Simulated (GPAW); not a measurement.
A computed O K-edge spectrum of one site in a crystal of Na, O and Pd, with its zero at a photon energy of about 524.2 eV (raw 533.0 eV, less 8.8 eV of added terms; LDA puts this hole about 4 eV below PBE, itself good to a few eV). Method: GPAW, LDA, excited-electron core hole (neutral cell) in a small cell, dipole transitions, broadening that rises with energy.

Energy from the lowest empty level; intensity scaled to a mean of 1 over the first 20 eV:

```tsv
E (eV)	intensity
-2.00	0.00
-1.25	0.00
-0.50	0.17
0.25	1.57
1.00	1.78
1.75	0.30
2.50	0.03
3.25	0.11
4.00	0.28
4.75	0.62
5.50	1.14
6.25	1.56
7.00	1.81
7.75	2.11
8.50	2.04
9.25	1.56
10.00	1.19
10.75	1.00
11.50	0.79
12.25	0.60
13.00	0.60
13.75	0.78
14.50	0.99
15.25	1.10
16.00	1.05
16.75	0.91
17.50	0.80
18.25	0.75
19.00	0.74
19.75	0.72
20.50	0.70
21.25	0.72
22.00	0.76
22.75	0.79
23.50	0.80
24.25	0.82
25.00	0.86
25.75	0.91
26.50	0.94
27.25	0.94
28.00	0.93
28.75	0.93
29.50	0.95
30.25	0.96
31.00	0.95
31.75	0.91
```

**Question.** Which coordination does this site have?

A K edge sees empty p states; the first features are O p mixed into the empty d states of the Pd neighbours, and the broad ones above probably into the cations' higher empty bands. It is atom 3 of NaPdO2 (C2/m), with 2 Pd at 2.06 Å, 2 Na at 2.40 Å, 1 Pd at 2.45 Å and 1 Na at 2.47 Å (distorted octahedral, site symmetry m). Its main maxima below 24 eV lie at 0.7 eV (2.24), 8.0 eV (2.16) and 15.4 eV (1.11). A near-edge spectrum doesn't fix the structure by itself; it is matched against candidates. The primitive cell holds an odd number of electrons, so a spin-paired run has to come out metallic; that is right for a metal, but some such compounds are magnetic or distorted insulators. The holes are only 5.5 Å apart, so the shape is probably not converged with cell size; no larger cell was run here. The mesh is coarse (0.27 Å⁻¹ between points), so small maxima may be mesh ripples. The structure is a computed Materials Project entry and may be a hypothetical form.

[Banner, clock and machine lines of the logs are left out without a mark of their own.]

[Logs are printed without paths, hosts, clocks, repeated set-up lines and the standing remarks that a program may print on its own settings, such as how far it seeks lower states.]

[Hosts, paths, dates, database ids (printed as entryN), source tags and the programs' standing remarks are cut or masked in the printed files.]

[Lists of maxima count a maximum above −3 eV only where it reaches 4 % of the highest in the window and stands out from its surroundings by 2 % of it (1.5 % where it reaches 55 %); shoulders and weaker maxima are passed over, and of the rest the first, up to two pre-edge ones and the few strongest are named.]
